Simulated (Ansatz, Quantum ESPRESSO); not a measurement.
# ZrPbSe3 (Pm-3m): zone-centre phonons

Which modes does ZrPbSe3 (Pm-3m) have at the zone centre?

Main program and level: Quantum ESPRESSO 8.0 development, patched; DFT LDA, scalar-relativistic, plane waves, PseudoDojo norm-conserving pseudopotentials.

The structure was built from a prototype and need not be the compound's stable phase.

### 1. Starting point

Symmetry: Pm-3m, No. 221, cubic system. Conventional cell: a = 5.238 Å, b = 5.238 Å, c = 5.238 Å, α = 90.00°, β = 90.00°, γ = 90.00°. Nearest to Pb lie 12 Se at 3.70 Å. Nearest to Zr lie 6 Se at 2.62 Å. Nearest to Se lie 2 Zr at 2.62 Å. Farther neighbours and most contacts between anions are not listed.

### 2. A probe with smearing

Before anything dear is run, a loose run with smearing shows whether this is a metal and how far the cell is from rest.

File probe.in:

```
&CONTROL
  calculation = 'scf'
  prefix      = 'x'
  outdir      = './tmp'
  pseudo_dir  = './pseudo'
  tprnfor     = .true.
  tstress     = .true.
  verbosity   = 'high'
/
&SYSTEM
  ibrav       = 0
  nat         = 5
  ntyp        = 3
  ecutwfc     = 86.0
  occupations = 'smearing'
  smearing    = 'gaussian'
  degauss     = 0.01
/
&ELECTRONS
  conv_thr         = 1.0d-07
  mixing_beta      = 0.7
  electron_maxstep = 100
/
ATOMIC_SPECIES
 Pb    207.2000  Pb.upf
 Zr     91.2240  Zr.upf
 Se     78.9710  Se.upf
CELL_PARAMETERS angstrom
     5.238000000    0.000000000    0.000000000
     0.000000000    5.238000000    0.000000000
     0.000000000    0.000000000    5.238000000
ATOMIC_POSITIONS crystal
 Pb     0.000000000   0.000000000   0.000000000
 Zr     0.500000000   0.500000000   0.500000000
 Se     0.500000000   0.500000000   0.000000000
 Se     0.500000000   0.000000000   0.500000000
 Se     0.000000000   0.500000000   0.500000000
K_POINTS automatic
 4 4 4 0 0 0
```

On the command line:

```console
> OMP_NUM_THREADS=1 mpirun -n 4 pw.x -nk 4 -in probe.in > probe.out
```

The log of the run:

```text
[banners, grids, parts of the stress and lines that vanish by symmetry left out]
Program PWSCF v.8.0dev
     Message from routine setup:
     using ibrav=0 with symmetry is DISCOURAGED, use correct ibrav instead
[...]
kinetic-energy cutoff     =      86.0000  Ry
     charge density cutoff     =     344.0000  Ry
     scf convergence threshold =      1.0E-07
[...]
Exchange-correlation= SLA-PW-NOGX-NOGC
                           (   1   4   0   0   0   0   0)
[...]
48 Sym. Ops., with inversion, found
[...]
(     0          1          0      )
                  (     0          0          1      )
[...]
(  0.0000000  1.0000000  0.0000000 )
                  (  0.0000000  0.0000000  1.0000000 )
[...]
(     0         -1          0      )
                  (     0          0          1      )
[...]
( -1.0000000  0.0000000  0.0000000 )
                  (  0.0000000  1.0000000  0.0000000 )
[...]
number of k points=    10  Gaussian smearing, width (Ry)=  0.0100
[...]
End of self-consistent calculation
[...]
the Fermi energy is     8.4806 ev
!    total energy              =    -969.20825427 Ry
[...]
convergence has been achieved in   9 iterations
[...]
atom    1 type  1   force =     0.00000000    0.00000000    0.00000000
     atom    2 type  2   force =     0.00000000    0.00000000    0.00000000
     atom    3 type  3   force =     0.00000000    0.00000000    0.00000000
     atom    4 type  3   force =     0.00000000    0.00000000    0.00000000
     atom    5 type  3   force =     0.00000000    0.00000000    0.00000000
[...]
Total force =     0.000000     Total SCF correction =     0.000000
[...]
total   stress  (Ry/bohr**3)                   (kbar)     P=      -43.30
[...]
XML data file, charge density, pseudopotentials, collected wavefunctions

   JOB DONE.
```

Run time: 28 s. Hardware: 4 MPI ranks of Arm Neoverse V1, shared host; 1.8 min of CPU time.

Read from the output:

| Property | Result |
| --- | --- |
| volume per atom | 28.74 Å³ |
| pressure | -4.33 GPa |
| gap on the k-mesh | 0.07970 eV |

A gap of 0.080 eV on this mesh is too small to trust, so smearing is kept; the start stands at -4.3 GPa.

### 3. Relaxing the cell and atoms

The relaxation runs at a cutoff a fifth above that of the response, since stress converges more slowly with the basis than frequencies do. Forces and stress are brought to rest with tight thresholds.

File relax.in:

```
&CONTROL
  calculation   = 'vc-relax'
  prefix        = 'x'
  outdir        = './tmp'
  pseudo_dir    = './pseudo'
  tprnfor       = .true.
  tstress       = .true.
  forc_conv_thr = 2.0d-05
  etot_conv_thr = 1.0d-07
  nstep         = 40
/
&SYSTEM
  ibrav       = 0
  nat         = 5
  ntyp        = 3
  ecutwfc     = 103
  occupations = 'smearing'
  smearing    = 'gaussian'
  degauss     = 0.002
/
&ELECTRONS
  conv_thr         = 1.0d-11
  mixing_beta      = 0.7
  electron_maxstep = 100
/
&IONS
/
&CELL
  press_conv_thr = 0.2
/
ATOMIC_SPECIES
 Pb    207.2000  Pb.upf
 Zr     91.2240  Zr.upf
 Se     78.9710  Se.upf
CELL_PARAMETERS angstrom
     5.238000000    0.000000000    0.000000000
     0.000000000    5.238000000    0.000000000
     0.000000000    0.000000000    5.238000000
ATOMIC_POSITIONS crystal
 Pb     0.000000000   0.000000000   0.000000000
 Zr     0.500000000   0.500000000   0.500000000
 Se     0.500000000   0.500000000   0.000000000
 Se     0.500000000   0.000000000   0.500000000
 Se     0.000000000   0.500000000   0.500000000
K_POINTS automatic
 6 6 6 0 0 0
```

On the command line:

```console
> OMP_NUM_THREADS=1 mpirun -n 4 pw.x -nk 4 -in relax.in > relax.out
```

The log of the run:

```text
[banners, grids, parts of the stress and lines that vanish by symmetry left out]
[banner, memory and clock lines left out]
Program PWSCF v.8.0dev

[...]
kinetic-energy cutoff     =     103.0000  Ry
     charge density cutoff     =     412.0000  Ry
     scf convergence threshold =      1.0E-11
[...]
energy convergence thresh.=      1.0E-07
     force convergence thresh. =      2.0E-05
     press convergence thresh. =      2.0E-01
     Exchange-correlation= SLA-PW-NOGX-NOGC
                           (   1   4   0   0   0   0   0)
[...]
48 Sym. Ops., with inversion, found
[...]
number of k points=    20  Gaussian smearing, width (Ry)=  0.0020
[...]
End of self-consistent calculation
[...]
the Fermi energy is     8.5089 ev
!    total energy              =    -969.21061877 Ry
[...]
convergence has been achieved in  13 iterations
[...]
atom    1 type  1   force =     0.00000000    0.00000000    0.00000000
     atom    2 type  2   force =     0.00000000    0.00000000    0.00000000
     atom    3 type  3   force =     0.00000000    0.00000000    0.00000000
     atom    4 type  3   force =     0.00000000    0.00000000    0.00000000
     atom    5 type  3   force =     0.00000000    0.00000000    0.00000000
     Total force =     0.000000     Total SCF correction =     0.000000
[...]
total   stress  (Ry/bohr**3)                   (kbar)     P=      -43.04
[...]
number of bfgs steps    =   0
[...]
CELL_PARAMETERS (angstrom)
[...]
ATOMIC_POSITIONS (crystal)
Pb               0.0000000000        0.0000000000        0.0000000000
Zr               0.5000000000        0.5000000000        0.5000000000
Se               0.5000000000        0.5000000000        0.0000000000
Se               0.5000000000        0.0000000000        0.5000000000
[...]
New effective cutoffs (rho, wfc):  417.89  104.52
[...]
End of self-consistent calculation
[...]
the Fermi energy is     8.8110 ev
!    total energy              =    -969.21593434 Ry
[...]
convergence has been achieved in  10 iterations
[...]
atom    1 type  1   force =     0.00000000    0.00000000    0.00000000
     atom    2 type  2   force =     0.00000000    0.00000000    0.00000000
     atom    3 type  3   force =     0.00000000    0.00000000    0.00000000
     atom    4 type  3   force =     0.00000000    0.00000000    0.00000000
     atom    5 type  3   force =     0.00000000    0.00000000    0.00000000
     Total force =     0.000000     Total SCF correction =     0.000000
[...]
total   stress  (Ry/bohr**3)                   (kbar)     P=      -30.74
[...]
number of bfgs steps    =   1
[...]
CELL_PARAMETERS (angstrom)
[...]
ATOMIC_POSITIONS (crystal)
[...]
New effective cutoffs (rho, wfc):  427.28  106.87
[...]
End of self-consistent calculation
[...]
the Fermi energy is     9.2735 ev
!    total energy              =    -969.22029550 Ry
[...]
convergence has been achieved in  17 iterations
[...]
atom    1 type  1   force =     0.00000000    0.00000000    0.00000000
     atom    2 type  2   force =     0.00000000    0.00000000    0.00000000
     atom    3 type  3   force =     0.00000000    0.00000000    0.00000000
     atom    4 type  3   force =     0.00000000    0.00000000    0.00000000
[...]
Total force =     0.000000     Total SCF correction =     0.000000
[...]
total   stress  (Ry/bohr**3)                   (kbar)     P=       -9.93
[...]
number of bfgs steps    =   2
[...]
CELL_PARAMETERS (angstrom)
[...]
ATOMIC_POSITIONS (crystal)
[...]
New effective cutoffs (rho, wfc):  431.72  107.98
[...]
End of self-consistent calculation
[...]
the Fermi energy is     9.4928 ev
!    total energy              =    -969.22074328 Ry
[...]
convergence has been achieved in  14 iterations
[...]
Total force =     0.000000     Total SCF correction =     0.000000
[...]
total   stress  (Ry/bohr**3)                   (kbar)     P=        0.74
[...]
number of bfgs steps    =   3
[...]
CELL_PARAMETERS (angstrom)
[...]
ATOMIC_POSITIONS (crystal)
[...]
New effective cutoffs (rho, wfc):  431.42  107.90
[...]
End of self-consistent calculation
[...]
the Fermi energy is     9.4777 ev
!    total energy              =    -969.22074563 Ry
[...]
convergence has been achieved in   8 iterations
[...]
Total force =     0.000000     Total SCF correction =     0.000000
[...]
total   stress  (Ry/bohr**3)                   (kbar)     P=       -0.02
[...]
number of bfgs steps    =   4
[...]
small trust_radius: resetting bfgs history
[...]
CELL_PARAMETERS (angstrom)
[...]
ATOMIC_POSITIONS (crystal)
[...]
New effective cutoffs (rho, wfc):  431.42  107.90
[...]
End of self-consistent calculation
[...]
the Fermi energy is     9.4778 ev
!    total energy              =    -969.22074563 Ry
[...]
convergence has been achieved in   6 iterations
[...]
atom    3 type  3   force =     0.00000000    0.00000000    0.00000000
     atom    4 type  3   force =     0.00000000    0.00000000    0.00000000
     atom    5 type  3   force =     0.00000000    0.00000000    0.00000000
     Total force =     0.000000     Total SCF correction =     0.000000
[...]
total   stress  (Ry/bohr**3)                   (kbar)     P=       -0.01
[...]
bfgs converged in   6 scf cycles and   5 bfgs steps
[...]
End of BFGS Geometry Optimization
     Final enthalpy           =    -969.2207456283 Ry
     File ./tmp/x.bfgs deleted, as requested
[...]
CELL_PARAMETERS (angstrom)
[...]
ATOMIC_POSITIONS (crystal)
[...]
Se               0.5000000000        0.0000000000        0.5000000000
Se               0.0000000000        0.5000000000        0.5000000000
[...]
Final scf calculation at the relaxed structure.
[...]
kinetic-energy cutoff     =     103.0000  Ry
     charge density cutoff     =     412.0000  Ry
     scf convergence threshold =      1.0E-13
[...]
press convergence thresh. =      2.0E-01
     Exchange-correlation= SLA-PW-NOGX-NOGC
                           (   1   4   0   0   0   0   0)
[...]
48 Sym. Ops., with inversion, found
[...]
number of k points=    20  Gaussian smearing, width (Ry)=  0.0020
[...]
End of self-consistent calculation
[...]
the Fermi energy is     9.4778 ev
!    total energy              =    -969.22071698 Ry
[...]
convergence has been achieved in  14 iterations
[...]
atom    1 type  1   force =     0.00000000    0.00000000    0.00000000
     atom    2 type  2   force =     0.00000000    0.00000000    0.00000000
     atom    3 type  3   force =     0.00000000    0.00000000    0.00000000
     atom    4 type  3   force =     0.00000000    0.00000000    0.00000000
     atom    5 type  3   force =     0.00000000    0.00000000    0.00000000
     Total force =     0.000000     Total SCF correction =     0.000000
[...]
total   stress  (Ry/bohr**3)                   (kbar)     P=        0.00
[...]
XML data file, charge density, pseudopotentials, collected wavefunctions
```

Elapsed: 7.1 min, on 4 MPI ranks; 28 min of CPU time.

Relaxation path:

```tsv
step	energy less that of the first step (eV)	largest force (eV/Å)	pressure (GPa)	volume (Å³)
1	0.0000	0.0000	-4.30	143.71
2	-0.0723	0.0000	-3.07	140.58
3	-0.1317	0.0000	-0.99	135.97
4	-0.1378	0.0000	0.07	133.88
5	-0.1378	0.0000	0.00	134.02
6	-0.1378	0.0000	0.00	134.02
7	-0.1374	0.0000	0.00	134.02
```

```tsv
conventional cell, symmetrised	before	after	change
a (Å)	5.238	5.117	-2.3 %
b (Å)	5.238	5.117	-2.3 %
c (Å)	5.238	5.117	-2.3 %
volume (Å³/atom)	28.74	26.80	-6.7 %
```

The last row of the table of steps is pw.x's closing run on a basis chosen anew for the final cell, so its energy can jump.

This step gave:

* volume per atom: 26.80 Å³
* pressure: 0 GPa
* gap on the k-mesh: 0 eV

The volume changes by -6.7 % from the cell with which this run began.

### 4. Ground state

Perturbation theory inherits every error of the wavefunctions, so the threshold is set near the limit of the arithmetic. Smearing stays on, as the first look found no gap above 0.3 eV.

File scf.in:

```
&CONTROL
  calculation = 'scf'
  prefix      = 'x'
  outdir      = './tmp'
  pseudo_dir  = './pseudo'
  tprnfor     = .true.
  tstress     = .true.
/
&SYSTEM
  ibrav       = 0
  nat         = 5
  ntyp        = 3
  ecutwfc     = 86.0
  occupations = 'smearing'
  smearing    = 'gaussian'
  degauss     = 0.002
/
&ELECTRONS
  conv_thr         = 1.0d-12
  mixing_beta      = 0.7
  electron_maxstep = 100
/
ATOMIC_SPECIES
 Pb    207.2000  Pb.upf
 Zr     91.2240  Zr.upf
 Se     78.9710  Se.upf
CELL_PARAMETERS angstrom
     5.117482432    0.000000000    0.000000000
     0.000000000    5.117482432    0.000000000
     0.000000000    0.000000000    5.117482432
ATOMIC_POSITIONS crystal
 Pb     0.000000000   0.000000000   0.000000000
 Zr     0.500000000   0.500000000   0.500000000
 Se     0.500000000   0.500000000   0.000000000
 Se     0.500000000   0.000000000   0.500000000
 Se     0.000000000   0.500000000   0.500000000
K_POINTS automatic
 6 6 6 0 0 0
```

On the command line:

```console
> OMP_NUM_THREADS=1 mpirun -n 4 pw.x -nk 4 -in scf.in > scf.out
```

The log of the run:

```text
[banners, grids, parts of the stress and lines that vanish by symmetry left out]
[banner, memory and clock lines left out]
Program PWSCF v.8.0dev

[...]
kinetic-energy cutoff     =      86.0000  Ry
     charge density cutoff     =     344.0000  Ry
     scf convergence threshold =      1.0E-12
[...]
Exchange-correlation= SLA-PW-NOGX-NOGC
                           (   1   4   0   0   0   0   0)
[...]
48 Sym. Ops., with inversion, found
[...]
number of k points=    20  Gaussian smearing, width (Ry)=  0.0020
[...]
End of self-consistent calculation
[...]
the Fermi energy is     9.4778 ev
!    total energy              =    -969.22061936 Ry
[...]
convergence has been achieved in  13 iterations
[...]
atom    1 type  1   force =     0.00000000    0.00000000    0.00000000
     atom    2 type  2   force =     0.00000000    0.00000000    0.00000000
     atom    3 type  3   force =     0.00000000    0.00000000    0.00000000
     atom    4 type  3   force =     0.00000000    0.00000000    0.00000000
     atom    5 type  3   force =     0.00000000    0.00000000    0.00000000
     Total force =     0.000000     Total SCF correction =     0.000000
[...]
total   stress  (Ry/bohr**3)                   (kbar)     P=       -0.02
[...]
XML data file, charge density, pseudopotentials, collected wavefunctions
```

Elapsed: 59 s, on 4 MPI ranks.

Numbers from this step:

* pressure: -0.002 GPa

The cell stands at -0.002 GPa, close enough for phonons.

[end of part 1 of 3]

[Host names and launcher messages were left out of these logs when they were recorded.]

[Logs are printed without paths, hosts, clocks, repeated set-up lines and the standing remarks that a program may print on its own settings, such as how far it seeks lower states.]

[Hosts, paths, dates, database ids (printed as entryN), source tags and the programs' standing remarks are cut or masked in the printed files.]
